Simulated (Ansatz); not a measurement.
# GdO (F-43m): a soft mode frozen in, part 3 of 3

Aim: this structure of GdO (F-43m) is to be tested for unstable modes, and one is followed downhill.

Ansatz 0.2.0; DFT PBE, scalar-relativistic, plane waves, norm-conserving pseudopotentials, 4f in core.

So far. Step 4 (The mode frozen in, largest atomic shift 0.14 Å): The run ends at a pressure of 0.29 GPa, with forces up to 0.26 eV/Å. Step 5 (Energy along the mode, all amplitudes (two of the runs …): The lowest of the steps tried is at 0.14 Å, 1.43 meV/atom below the parent; the bottom of the well need not coincide with a step.

### Step 6. Relaxation from the frozen mode (continued)

ELF in the bc plane at fractional x = 0.000, with atoms of Gd and O within 0.2 Å of it. It is the smooth field of the valence electrons, not physical close to the nuclei.

Values, 21 rows by 15 columns, each cell a mean:
```
0.11 0.65 0.76 0.25 0.04 0.05 0.05 0.04 0.05 0.06 0.04 0.08 0.52 0.82 0.39
0.73 0.81 0.53 0.15 0.19 0.23 0.15 0.07 0.07 0.14 0.15 0.11 0.37 0.78 0.81
0.67 0.46 0.27 0.45 0.64 0.61 0.39 0.15 0.12 0.31 0.49 0.36 0.27 0.47 0.68
0.17 0.23 0.57 0.79 0.80 0.80 0.61 0.25 0.15 0.43 0.79 0.77 0.55 0.32 0.23
0.14 0.46 0.79 0.63 0.37 0.80 0.72 0.33 0.17 0.48 0.87 0.94 0.87 0.60 0.24
0.14 0.46 0.79 0.63 0.38 0.80 0.72 0.33 0.17 0.48 0.87 0.94 0.87 0.60 0.24
0.15 0.20 0.57 0.81 0.82 0.80 0.61 0.25 0.15 0.43 0.79 0.78 0.53 0.29 0.21
0.72 0.49 0.25 0.41 0.63 0.59 0.37 0.14 0.11 0.30 0.47 0.32 0.26 0.49 0.72
0.69 0.81 0.55 0.15 0.17 0.21 0.14 0.07 0.07 0.13 0.14 0.11 0.38 0.79 0.79
0.11 0.65 0.76 0.25 0.04 0.05 0.05 0.04 0.05 0.05 0.04 0.08 0.52 0.82 0.39
0.27 0.72 0.75 0.25 0.04 0.05 0.05 0.04 0.04 0.04 0.03 0.07 0.52 0.84 0.53
0.81 0.81 0.51 0.14 0.10 0.12 0.09 0.05 0.04 0.04 0.03 0.05 0.36 0.79 0.86
0.62 0.39 0.20 0.28 0.42 0.38 0.23 0.10 0.05 0.04 0.04 0.04 0.13 0.44 0.66
0.12 0.21 0.52 0.74 0.77 0.69 0.46 0.19 0.07 0.05 0.06 0.05 0.05 0.08 0.13
0.24 0.61 0.81 0.71 0.71 0.81 0.63 0.29 0.09 0.06 0.09 0.09 0.06 0.04 0.06
0.39 0.73 0.79 0.31 0.36 0.82 0.67 0.32 0.11 0.07 0.09 0.11 0.08 0.06 0.10
0.22 0.58 0.80 0.71 0.72 0.81 0.62 0.28 0.09 0.06 0.08 0.09 0.06 0.04 0.06
0.15 0.23 0.51 0.72 0.76 0.68 0.45 0.19 0.07 0.05 0.06 0.05 0.05 0.09 0.16
0.63 0.40 0.21 0.28 0.42 0.38 0.23 0.09 0.05 0.04 0.04 0.04 0.14 0.45 0.66
0.82 0.82 0.51 0.13 0.10 0.12 0.09 0.05 0.04 0.04 0.03 0.05 0.36 0.80 0.86
0.24 0.71 0.76 0.26 0.04 0.04 0.05 0.04 0.04 0.04 0.03 0.07 0.52 0.85 0.51
```
Columns run along b (5.4 Å), rows up along c (7.6 Å). Atoms in or near the plane, at fractional coordinates: Gd at (0.00, 0.98), Gd at (0.00, 0.52), O at (0.24, 0.25), O at (0.27, 0.75).

Valence density in the bc plane at fractional x = 0.000, with atoms of Gd and O within 0.2 Å of it. It is the smooth field of the valence electrons, not physical close to the nuclei.

Ten even steps from '0' (0.0 e/Å³) to '9' (5.8 e/Å³), each cell a mean:
```
132000000000132
431000000000024
210000000000001
001342000000000
002895100000000
002895100000000
001342000000000
210000000000001
431000000000024
132000000000132
242000000000133
331000000000023
100000000000001
001110000000000
003772000000000
015993000000000
003772000000000
001110000000000
110000000000001
431000000000023
242000000000133
```
Columns run along b (5.4 Å), rows up along c (7.6 Å). Atoms in or near the plane, at fractional coordinates: Gd at (0.00, 0.98), Gd at (0.00, 0.52), O at (0.24, 0.25), O at (0.27, 0.75).

The distorted start has space group Pmm2; the relaxation ends in Pmm2.

### Step 7. The new phase in its own primitive cell

The relaxed structure is symmetrised, reduced to its primitive cell and relaxed tightly, as its phonons need.

Input file input.yaml:

```yaml
crystal:
  lattice:
    - [3.7482921673, 0.0, 0.0]
    - [0.0, 7.6096477288, 0.0]
    - [0.0, 0.0, 5.379299309]
  atoms:
    - { symbol: Gd, position: [0.0, 0.730954586, 0.9993601634] }
    - { symbol: Gd, position: [0.0, 0.269045414, 0.9993601634] }
    - { symbol: Gd, position: [0.5, 0.0, 0.5347272228] }
    - { symbol: Gd, position: [0.5, 0.5, 0.4792886548] }
    - { symbol: O, position: [0.5, 0.7777605299, 0.2483709671] }
    - { symbol: O, position: [0.5, 0.2222394701, 0.2483709671] }
    - { symbol: O, position: [0.0, 0.0, 0.7557226317] }
    - { symbol: O, position: [0.0, 0.5, 0.7347992296] }
kpoints:
  mp_grid: { grid: [10, 6, 8] }
hamiltonian:
  xc: pbe
  pseudopotentials:
    kind: nc
    azcp: { Gd: "pseudopotentials/pbe/nc/lanthanide_3plus/Gd.nc.azcp" }
scf:
  occupations: { method: methfessel_paxton, width: 0.2 }
output:
  forces: true
  stress: true
  eigenvalues: true
relax:
  adjacent_minimum: "off"
  f_tol: 0.001
  max_steps: 60
  cell: { stress_tol: 0.01 }
```

Run with:

```bash
ansatz run input.yaml --threads 8 --pin off --max-ram 14336MiB --backend cpu --events-out ev --progress --plain --runs-dir out
```

Numbers of over 12 decimals in the logs are rounded to 6 here.

Log:

```text
[...]
Crystal: 8 atoms, lattice volume = 153.435 Å³
Basis set: ecut = 1240 eV, 15261 PW (Γ), exchange–correlation on 90×180×128 points (8 copies of the dense FFT grid, shifted against one another)
Bands: 42, of which v1, the nominal top of the filled ones, is band 34 counted from 1 (33 counted from 0)
Symmetry: 4 space group operations
[...]
- [0.0, 7.610379, 0.0]
    - [0.0, 0.0, 5.380033]
  atoms:
    - { symbol: Gd, position: [0.0, 0.730933, 0.999369] }
    - { symbol: Gd, position: [0.0, 0.269067, 0.999369] }
    - { symbol: Gd, position: [0.5, 0.0, 0.534711] }
    - { symbol: Gd, position: [0.5, 0.5, 0.479248] }
    - { symbol: O, position: [0.5, 0.777754, 0.248381] }
    - { symbol: O, position: [0.5, 0.222246, 0.248381] }
    - { symbol: O, position: [0.0, 0.0, 0.755747] }
    - { symbol: O, position: [0.0, 0.5, 0.734794] }
[key lines of the parts left out:]
SCF converged after 6 iterations
Free energy (F): -6396.415087 eV
Fermi energy:    11.176464 eV
P = ⅓ Tr σ = 0.0002 GPa (0.002 kbar)
```

Wall time 2.5 min (8 threads of Intel Xeon Platinum 8375C at 2.90GHz (Ice Lake), shared host); peak memory 3 GiB.

Little changed from the start: no atom moved by 0.005 Å and no cell edge by 0.1 %.

Numbers from this step:

```
pressure : 1.56e-4 GPa
```

The largest force component left is 0.76 meV/Å and the pressure is 0.000 GPa, within the tolerances set. The cell now holds 19.18 Å³/atom.

### Step 8. The phases reached

The phases reached along the modes that were followed are set side by side.

Energies are those of the first relaxation, on the mesh of the frozen mode; space group, volume and gap are those of the last relaxation. Phases, by row:

```
                mode frozen in  space group  energy from parent (meV/atom)  volume (Å³/atom)  gap on mesh (eV)  lowest zone-centre optical mode (cm⁻¹)  largest shift (Å)
                        parent        F-43m                              0             19.07                 0                                       –                  –
q = (0, 0.25, -0.25), 33i cm⁻¹         Pmm2                          -4.99             19.18                 0                                       –              0.211
```

### Step 9. Summary of results

```json
{
  "unstable mode of the parent": "q = (0, 0.25, -0.25), 34i cm⁻¹",
  "depth at the lowest point sampled": "1.43 meV/atom",
  "largest atomic shift at that point": "0.14 Å",
  "space group reached (within 0.01 Å)": "Pmm2",
  "energy gained over the parent (first relaxation, on the mesh of the frozen mode)": "4.99 meV/atom",
  "volume per atom, phase reached": "19.2 Å³"
}
```

What this shows: Along this mode the structure falls into Pmm2, 4.99 meV/atom below the parent. At the parent's cell the well is 1.429 meV/atom deep on the steps tried, with its lowest point at a shift of 0.14 Å. Relaxing atoms and cell changes the gain by +3.56 meV/atom against the lowest step (energies at zero smearing). Most of the total comes from this relaxation. The modes of the phase reached were not computed on this path. Each path keeps the symmetry of its pattern, so a lower phase may lie along a pattern not tried. With no gap, or one that is small against the smearing, the frequencies hang on the k mesh and the smearing, most of all near Kohn anomalies. The phonon runs are without spin polarisation, although the cell has an odd electron count. The 4f electrons are frozen in the core as for a trivalent ion. Spin-orbit coupling is left out, which can matter for the heavy elements here. A phonon run warned that its eigensolver left some bands unconverged in a pass.

[Logs are printed without paths, hosts, clocks, repeated set-up lines and the standing remarks that a program may print on its own settings, such as how far it seeks lower states.]

[Hosts, paths, dates, database ids (printed as entryN), source tags and the programs' standing remarks are cut or masked in the printed files.]
